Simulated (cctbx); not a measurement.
**Which space group?**

Cell: a = 7.7850 Å, b = 7.7850 Å, c = 6.5130 Å, α = 90.00°, β = 90.00°, γ = 120.00°. Expected content of the cell: I6 Cr2 Na2.

The data are simulated with cctbx, not measured: Mo Kα, λ = 0.71073 Å, to d = 0.7 Å, 70 % of the full sphere, strongest reflection 5000 counts, noise from counting, a 2 % proportional error and a noise floor of 2 counts (s.d.); no absorption.

Tests on the unmerged data give:

```text
2985 reflections to d = 0.702 A
centring   violations  <I/sigma> of those
    A       1054 of  1492     10.2
    B       1056 of  1504     10.2
    C       1078 of  1484      7.8
    I       1037 of  1482     10.2
    R       1497 of  2009     10.5
    F       1594 of  2240      9.4
Laue class    unique    Rint  (classes that these axes allow; Friedel mates merged)
P -1             1922   0.029
P 1 1 2/m        1113   0.033
P -3              700   0.036
P -3 1 m          396   0.038
P -3 m 1          424   0.037
P 6/m             383   0.038
P 6/m m m         251   0.038
space group    extra absences  I>4sigma  <I/sigma>
P 6 2 2                 0          0         -  acentric
P 63 2 2                8          0      -0.1  acentric
P 6 m m                 0          0         -  acentric
P 63 m c              171          0       0.1  acentric
P -6 m 2                0          0         -  acentric
P -6 2 m                0          0         -  acentric
P -6 2 c              171          0       0.1  acentric
P 6/m m m               0          0         -  centric
P 63/m m c            171          0       0.1  centric
Wilson B = 0.53 A^2   <|E^2-1|> = 0.850 (0.968 centric, 0.736 acentric)   E^2>4: 0.9 %
shell (A)         n   <I/sigma>
 6.74 - 1.40     42     41.7
 1.40 - 1.11     32     43.1
 1.11 - 0.97     30     33.8
 0.97 - 0.88     33     34.8
 0.88 - 0.82     29     35.6
 0.82 - 0.77     28     25.9
 0.77 - 0.73     27     35.8
 0.73 - 0.70     30     25.4
```

**Question.** What are the lattice type, the Laue class and the likely space group?

Every centring test has many violations, so the lattice is primitive.

Rint stays low (0.029 to 0.038) up to P 6/m m m, the highest class in these axes.

9 settings pass the absence test. The most absences obeyed, 171, belong to P 63 m c, P -6 2 c and P 63/m m c, which absences can't tell apart.

⟨|E²−1|⟩ = 0.850 lies between the two ideal values. The Wilson B of 0.53 Å² means U ≈ 0.0067 Å².

The true group is P6_3/mmc (no. 194), Laue class 6/mmm, centrosymmetric. The tables only narrow the choice to the tied entries; cell content, site symmetry and trial solutions must settle it.

The model was made for the exercise: a known structure type with other elements put in, its volume estimated, not relaxed; displacement parameters are assumed.

[Logs are printed without paths, hosts, clocks, repeated set-up lines and the standing remarks that a program may print on its own settings, such as how far it seeks lower states.]
